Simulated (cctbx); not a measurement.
## Which space group?

Cell: a = 5.8490 Å, b = 5.8490 Å, c = 5.8510 Å, α = 90.00°, β = 90.00°, γ = 120.00°. Expected content of the cell: Bi1 Pt3 Nb5.

Simulated single-crystal data (cctbx): synchrotron X-rays, λ = 0.7749 Å, to d = 0.65 Å, 95 % of the full sphere, strongest reflection 5000 counts, noise from counting, a 3 % proportional error and a noise floor of 4 counts (s.d.); no absorption.

Tests on the unmerged data give:

```text
2448 reflections to d = 0.650 A
centring   violations  <I/sigma> of those
    A       1019 of  1216     10.0
    B       1012 of  1208     10.0
    C       1013 of  1212     10.0
    I       1015 of  1217     10.0
    R       1399 of  1668      9.8
    F       1522 of  1818     10.0
Laue class    unique    Rint  (classes that these axes allow; Friedel mates merged)
P -1             1294   0.071
P 1 1 2/m         705   0.339
P -3              438   0.078
P -3 1 m          255   0.080
P -3 m 1          274   0.344
P 6/m             241   0.344
P 6/m m m         166   0.345
space group    extra absences  I>4sigma  <I/sigma>
P 3 1 2                 0          0         -  acentric
P 3 1 m                 0          0         -  acentric
P -3 1 m                0          0         -  centric
Wilson B = 1.29 A^2   <|E^2-1|> = 0.621 (0.968 centric, 0.736 acentric)   E^2>4: 0.4 %
shell (A)         n   <I/sigma>
 5.85 - 1.30     40     30.0
 1.30 - 1.03     32     34.2
 1.03 - 0.90     33     21.9
 0.90 - 0.82     29     24.5
 0.82 - 0.76     33     24.0
 0.76 - 0.72     34     17.5
 0.72 - 0.68     28     15.2
 0.68 - 0.65     26     17.1
```

**Question.** What are the lattice type, the Laue class and the likely space group?

Every centring test has many violations, so the lattice is primitive.

Rint stays low (0.071 to 0.080) up to P -3 1 m and is 0.339 or more in the other classes. It includes Bijvoet differences, since Friedel mates are merged.

3 settings pass the absence test. No glide or screw absences show, which leaves P 3 1 2, P 3 1 m and P -3 1 m.

⟨|E²−1|⟩ = 0.621 leans to a non-centrosymmetric structure, or to twinning, which lowers it. The Wilson B of 1.29 Å² means U ≈ 0.0163 Å².

The true group is P31m (no. 157), Laue class -3m, non-centrosymmetric. The tables only narrow the choice to the tied entries; cell content, site symmetry and trial solutions must settle it.

The model was made for the exercise: a known structure type with other elements put in, its volume estimated, not relaxed; displacement parameters are assumed.

[Logs are printed without paths, hosts, clocks, repeated set-up lines and the standing remarks that a program may print on its own settings, such as how far it seeks lower states.]
